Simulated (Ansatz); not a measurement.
**CeO2, fluorite: band edges under a change of volume**

How fast do the gaps move when the cell is scaled evenly? The geometries come from the semilocal relaxation.

Calculated with Ansatz 0.2.0, HSE06, PAW files of the set soft_1, cutoff 600 eV, Fermi–Dirac smearing 0.02 eV, k-mesh 6×6×6, no spin polarisation, no spin-orbit coupling.

Reference cell, relaxed at zero pressure with PBEsol (Fm-3m): a = 3.8174 Å, b = 3.8174 Å, c = 3.8174 Å, α = 60.00°, β = 60.00°, γ = 60.00°.

```csv
atom,x,y,z
Ce,0.0000,0.0000,0.0000
O,0.2500,0.2500,0.2500
O,0.7500,0.7500,0.7500
```

Levels are read on the k-mesh and along lines from Γ to X = (0.5, 0, 0.5), L = (0.5, 0.5, 0.5), K = (0.375, 0.375, 0.75) and W = (0.5, 0.25, 0.75) in the reciprocal basis of this cell (the letters only name these points), and count from the highest filled level.

```csv
ln(V/V0),gap (eV),direct gap at Γ (eV),lowest empty at L (eV),lowest empty at W (eV),lowest empty along Γ–K (Γ left out) (eV)
−0.0619,3.867,5.235,3.867,3.972,3.974
−0.0408,3.781,5.072,3.781,3.884,3.887
−0.0202,3.695,4.916,3.695,3.797,3.800
0.0000,3.609,4.754,3.609,3.709,3.713
0.0392,3.441,4.430,3.441,3.539,3.543
0.0583,3.359,4.278,3.359,3.455,3.459
```

**Question.** Fit the lowest empty level along Γ–K (Γ left out) and give it at ln(V/V0) = 0.0198, a row left out above.

A straight line through the 6 rows: the means are −0.004233 for ln(V/V0) and 3.7293 for the level, Σ(Δx)² = 0.01073 and ΣΔxΔy = −0.04607, so the slope is −0.04607/0.01073 = −4.2926 and the intercept 3.7293 − (−4.2926)(−0.004233) = 3.7112.

The slope is the volume deformation potential of this gap, −4.29 eV, as a mean over the range. The line gives 3.626 eV. The run itself gives 3.628 eV, so the estimate misses by 0.002 eV; the fitted rows themselves lie up to 0.003 eV off the law.

The gap lies below the direct one at Γ in every row.

[Logs are printed without paths, hosts, clocks, repeated set-up lines and the standing remarks that a program may print on its own settings, such as how far it seeks lower states.]
